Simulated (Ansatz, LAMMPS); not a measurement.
# Convergence of a linear-scaling basis for Mg2+ triflate in trimethyl phosphate and diglyme at 440 K (131 atoms), part 2 of 2

Wanted: errors and times of a linear-scaling basis for Mg2+ triflate in trimethyl phosphate and diglyme at 440 K (131 atoms). A setting counts as converged where the r.m.s. difference of forces stays under 1 % of the r.m.s. force.

Ansatz 0.2.0; Kohn-Sham DFT, PBE+D4, PAW (set soft_2), plane waves.

The cell: 26 C, 28 O, 64 H, 4 P, 2 S, 6 F and 1 Mg. The network of contacts between molecules at the start is that of the classical potential that made the cell. The density was typed from a rule of thumb and may lie off the real one at this temperature. The Brillouin zone is sampled at Γ only, in a cell whose shortest periodic width is 12 Å.

So far. Step 13 (Support functions medium, radius 5.37 Å): Forces differ from the reference by 0.41 meV/Å r.m.s., 0.036 % of their size, well within a tolerance of 1 %; the energy by -0.64 meV/atom. It took 17 times the reference's time (shared host, so rough). Step 15 (Another try, on a changed input): The fault in the input: a smearing of electronvolts (scf.occupations.method = "methfessel_paxton" and scf.occupations.width = 2.0).

**18. The first run in detail**

The first run, on the default basis, asked for the full analyses, so its electronic structure is set out here.

Neighbours are counted within 1.34 Å (H-C), 1.73 Å (O-C), 2.08 Å (O-P), 1.88 Å (O-S), 2.42 Å (O-Mg), 1.85 Å (C-C), 1.62 Å (C-F), 2.21 Å (C-S).

Length of the force by element and coordination:

```tsv
element	coordination	atoms	mean length of the force (eV/Å)	spread	least	most
C	all	26	2.24	1.12	0.503	6.26
F	all	6	0.959	0.418	0.380	1.51
H	all	64	1.21	0.606	0.287	3.30
Mg	all	1	1.06	0	1.06	1.06
O	all	28	2.08	1.10	0.553	4.78
O	1	5	1.75	0.834	0.941	2.89
O	2	22	2.16	1.16	0.553	4.78
O	3	1	2.05	0	2.05	2.05
P	all	4	2.53	0.458	2.02	3.27
S	all	2	2.65	0.949	1.70	3.60
```

Löwdin charges by element and coordination (they lack the spilled electrons, 0.051 e an atom on average):

```tsv
element	coordination	atoms	mean charge (e)	spread	least	most
C	all	26	-0.107	0.236	-0.254	0.678
F	all	6	-0.218	0.0186	-0.242	-0.196
H	all	64	0.196	0.0219	0.143	0.242
Mg	all	1	1.63	0	1.63	1.63
O	all	28	-0.590	0.179	-0.888	-0.331
O	1	5	-0.775	0.0208	-0.799	-0.744
O	2	22	-0.556	0.173	-0.888	-0.331
O	3	1	-0.390	0	-0.390	-0.390
P	all	4	2.12	0.0415	2.06	2.17
S	all	2	2.28	0.002	2.28	2.28
```

States in the cell by windows of 1 eV, zero at the Fermi level; the larger projections on atomic orbitals stand beside the total:

```tsv
from (eV)	to (eV)	total	O p	C p	H s	F p
-10	-9	16.8	2.0	3.6	3.0	3.3
-9	-8	11.8	2.8	2.4	1.2	2.5
-8	-7	26.1	9.9	8.2	3.3	0.4
-7	-6	34.7	12.9	12.4	4.7	1.5
-6	-5	52.7	16.6	16.3	7.0	8.8
-5	-4	29.2	6.2	7.7	3.9	9.9
-4	-3	33.5	12.8	9.8	6.7	1.8
-3	-2	43.8	25.9	8.0	6.4	0.5
-2	-1	31.3	23.9	2.8	2.8	0.4
-1	0	15.3	12.2	0.9	1.9	0.0
0	1	1.0	0.7	0.1	0.2	0.0
1	4	0.0	0.0	0.0	0.0	0.0
4	5	8.1	0.4	1.2	2.1	0.0
```

With fixed occupations the program's Fermi level is the highest filled level; weight inside the gap is the broadening of levels at its edges.

Between -26 and -10 eV lie 112 more states.

About 13 of the 420 electrons lie in deeper levels, below the stored range.

Not all projections were asked for or kept, so they needn't add up to the total.

The levels nearest the highest filled one (over half full), pooled over k-points and spins:

```tsv
level less the highest filled one (eV)	occupation
-0.744	2
-0.622	2
-0.551	2
-0.439	2
-0.310	2
0	2
4.36	0
4.70	0
4.87	0
4.97	0
5.02	0
5.11	0
```

ELF in the ab plane at fractional z = 0.522, with atoms of C and H and P and S and O and F within 0.2 Å of it. It is the smooth field of the valence electrons, not physical close to the nuclei.

Ten even steps from '0' (0.01 × 1e-1) to '9' (9.98 × 1e-1), each cell a mean:
```
0001100000000002799940158887400000
0014543100000003999960014665200000
0036775310000013788742000110000000
3235544310002324424788610000000012
6554368751014545536999930000112235
7643699992003443335899610023445325
4310289992000111000232000146777201
5431026740000024541000100157877524
6765100000000279994038961037775324
5653000000000269972059983003441013
4443210000000012200037762000000134
1389984000000000000002333200001466
5799997000000000001100145410002577
3589993000000000000000012100000255
0135520002344200111000000013553000
0000000025788730011003542036887510
0000000026877851121047875247778741
0001210014677631000178567547776531
0013541003566434530168777523553100
0014541014410367762026644677620000
0002310013543456763001101688620110
0000000002465322441000001366423442
0000000002454200000000135665214653
0000000001232100023200268667302431
```
Columns run along a (11.9 Å), rows up along b (11.9 Å). Atoms in or near the plane, at fractional coordinates: C at (0.52, 0.84), H at (0.53, 0.93), C at (0.02, 0.52), P at (0.95, 0.72), C at (0.14, 0.83), H at (0.10, 0.47), H at (0.19, 0.75), S at (0.35, 0.17), O at (0.66, 0.26), F at (0.76, 0.00).

Electrostatic potential energy in the ab plane at fractional z = 0.522, with atoms of C and H and P and S and O and F within 0.2 Å of it. With pseudopotentials it is smooth inside the atoms' cores, unlike the true potential.

Ten even steps from '0' (-43 eV) to '9' (6 eV), each cell a mean:
```
9999999999999999987899996226999999
9999999999999999942799999899999999
9998678999999998744799999999999999
9984004899999997200478999999999999
7774004899999987412426999999998767
5788652499999998888878999999985101
2789985699999999999999999999763000
5899999999999999899999999998545201
7789999999999997489998899999888877
7689999999999998789998789999999988
1268999999999999999999899999999984
0036899999999999999999999999999972
3440599999999999999999999999999986
9887899999999999999999999999999999
9999999999999998878899999999999999
9999999999987898645789999998669999
9999999999611487524786458875226999
9999999999621588767882003311258999
9999999997411368889995234000279999
9999999986111046799999987312589999
9999999987310268899999998766789999
9999999998766789999999998743589999
9999999999999999999999997424789999
9999999999999999999999994003899999
```
Columns run along a (11.9 Å; values clipped at the 3rd and 97th percentile), rows up along b (11.9 Å). Atoms in or near the plane, at fractional coordinates: C at (0.52, 0.84), H at (0.53, 0.93), C at (0.02, 0.52), P at (0.95, 0.72), C at (0.14, 0.83), H at (0.10, 0.47), H at (0.19, 0.75), S at (0.35, 0.17), O at (0.66, 0.26), F at (0.76, 0.00).

Mean Löwdin charges: C -0.11, F -0.22, H +0.20, Mg +1.63, O -0.59, P +2.12 e (they miss 1.6 % of the electrons, so they add up to more than the cell's charge).

**19. Distances and neighbours**

These statistics describe the geometry on which the runs were made.

Density 1.12 g/cm³, 13.00 Å³ an atom.

Pair distribution functions g(r), in bins of 0.2 Å:

```tsv
r (Å)	total	H-H	H-O	H-C	H-F	H-P	H-S
1.00	2.57	0.00	0.00	13.25	0.00	0.00	0.00
1.20	1.66	0.00	0.00	8.55	0.00	0.00	0.00
1.40	1.46	0.00	0.00	0.00	0.00	0.00	0.00
1.60	0.80	0.83	0.00	0.00	0.00	0.00	0.00
1.80	1.15	4.53	0.00	0.00	0.00	0.00	0.00
2.00	1.10	0.51	3.78	0.58	0.00	0.00	0.00
2.20	0.89	0.40	2.21	0.86	0.00	0.00	0.00
2.40	0.77	0.98	0.83	0.27	0.30	0.47	0.00
2.60	1.26	0.99	0.90	1.09	0.26	2.28	0.00
2.80	0.74	0.76	0.99	0.37	0.44	3.08	0.00
3.00	0.68	0.69	0.92	0.62	0.19	1.49	0.00
3.20	0.84	0.98	0.92	0.71	0.34	1.04	1.03
3.40	0.82	0.68	0.85	0.94	1.06	2.02	0.44
3.60	0.76	1.00	0.64	0.98	0.54	1.05	1.23
3.80	1.06	1.17	0.95	0.84	0.97	1.29	0.73
4.00	1.02	1.12	0.99	1.46	0.88	0.82	0.00
4.20	1.17	1.04	1.21	1.46	1.00	0.75	0.91
4.40	1.17	1.25	1.02	1.34	0.64	0.82	1.08
4.60	1.06	1.15	0.98	1.16	0.82	0.50	1.99
4.80	1.12	1.28	1.10	1.18	0.84	0.80	1.65
5.00	0.98	1.02	0.97	1.09	1.14	0.64	0.86
5.20	1.06	1.06	1.03	1.13	1.24	1.38	0.38
5.40	0.96	0.98	0.99	0.96	0.78	0.55	0.92
5.60	1.00	1.00	1.06	0.74	1.41	0.93	1.68
5.80	0.99	0.99	0.80	1.00	1.21	0.95	0.79
```

Bonds by pair of elements; cutoffs follow the first minimum of g(r), held within bounds set by covalent radii, and pairs that aren't listed don't count as bonded:

```tsv
pair A-B	cutoff (Å)	bonds	mean length (Å)	spread (Å)	shortest (Å)	B about A	A about B
H-C	1.34	64	1.10	0.036	1.01	1	2.46
O-C	1.73	24	1.43	0.04	1.33	0.857	0.923
O-P	2.08	16	1.59	0.05	1.49	0.571	4
O-S	1.88	6	1.46	0.014	1.45	0.214	3
O-Mg	2.42	6	2.02	0.131	1.87	0.214	6
C-C	1.85	4	1.51	0.028	1.48	0.308	0.308
C-F	1.62	6	1.36	0.028	1.33	0.231	1
C-S	2.21	2	1.84	0.014	1.83	0.077	1
```

How many atoms have how many bonded neighbours:

```tsv
element	mean	1	2	3	4	6
C	4	0	0	0	26	0
F	1	6	0	0	0	0
H	1	64	0	0	0	0
Mg	6	0	0	0	0	1
O	1.86	5	22	1	0	0
P	4	0	0	0	4	0
S	4	0	0	0	2	0
```

By these cutoffs all C atoms have 4, all F atoms have 1, all H atoms have 1 and all Mg atoms have 6 bonded neighbours.

A closer look about C4, which bears the longest force: 14 atoms, nearest first, numbered in the order of the input, with positions taken from that point.

```tsv
atom	x	y	z	distance (Å)	bonds	Löwdin charge (e)	Fx	Fy	Fz (eV/Å)
C4	0.00	0.00	0.00	0.00	4	-0.08	5.42	-2.97	1.00
H16	-0.96	0.33	-0.04	1.01	1	0.21	-3.17	0.90	0.18
H15	0.48	-0.04	-0.98	1.09	1	0.18	-0.68	0.00	-0.64
O5	0.89	0.79	0.79	1.43	2	-0.36	-1.55	3.88	-1.10
C3	0.36	-1.35	0.63	1.53	4	-0.06	-1.80	0.91	1.08
H13	-0.56	-1.94	0.75	2.15	1	0.20	0.39	-0.75	-0.31
H14	0.78	-1.19	1.62	2.16	1	0.18	-0.70	0.48	0.73
C6	0.59	2.18	0.28	2.27	4	-0.11	0.41	-1.90	-1.26
O2	1.40	-2.00	0.00	2.44	3	-0.39	1.55	-0.29	-1.31
H18	-0.45	2.45	0.51	2.54	1	0.20	-0.38	-0.17	-0.29
H12	2.57	-0.43	-0.85	2.74	1	0.20	-0.19	0.44	0.12
O8	-0.05	1.91	-2.08	2.82	2	-0.37	0.36	-0.28	-0.31
C7	0.98	2.41	-1.19	2.86	4	-0.08	-1.46	1.08	-0.59
C1	2.62	-1.22	-0.11	2.89	4	-0.22	1.06	-1.18	1.78
```

The column of bonds counts only the pairs H-C within 1.34 Å, O-C within 1.73 Å, O-P within 2.08 Å, O-S within 1.88 Å, O-Mg within 2.42 Å, C-C within 1.85 Å, C-F within 1.62 Å, C-S within 2.21 Å; other neighbours, such as metal atoms beside each other in a compound, aren't counted, and periodic images can show an atom twice.

**20. Results**

- free energy per atom: -267.3950 eV/atom
- pressure: 0.806 GPa
- r.m.s. force component: 1.111 eV/Å
- gap (highest filled to lowest empty level): 4.363 eV
- wall time of the 12 DFT runs: 20 min

Against plane waves at 750 eV, the forces differ by 0.70 meV/Å (0.063 %) with support functions medium, and by 0.41 meV/Å in the closest run (support functions medium, radius 5.37 Å). At 131 atoms the fastest of the runs at a preset level, support functions low, takes 4.8 times the time of plane waves, in 15 SCF cycles against 11. Differences between support functions and plane waves include what basis error the plane-wave run still has. As the radius goes from 3.48 to 5.37 Å, the force difference goes from 0.76 to 0.41 meV/Å, and the time from 65 s to 3.7 min.

The highest filled and lowest empty levels differ by 4.36 eV (at Γ alone); a semilocal functional tends to put such gaps too low. In a disordered cell it changes from sample to sample and from frame to frame. By these cutoffs all C atoms have 4, all F atoms have 1, all H atoms have 1 and all Mg atoms have 6 bonded neighbours.

**Limits.** The force components of 1.1 eV/Å r.m.s. reflect the temperature of the frame as well as the gap between the generating potential and DFT, above all in bond lengths inside molecules. The pressure of a single frame lacks the kinetic term.

[Logs are printed without paths, hosts, clocks, repeated set-up lines and the standing remarks that a program may print on its own settings, such as how far it seeks lower states.]

[Hosts, paths, dates, database ids (printed as entryN), source tags and the programs' standing remarks are cut or masked in the printed files.]
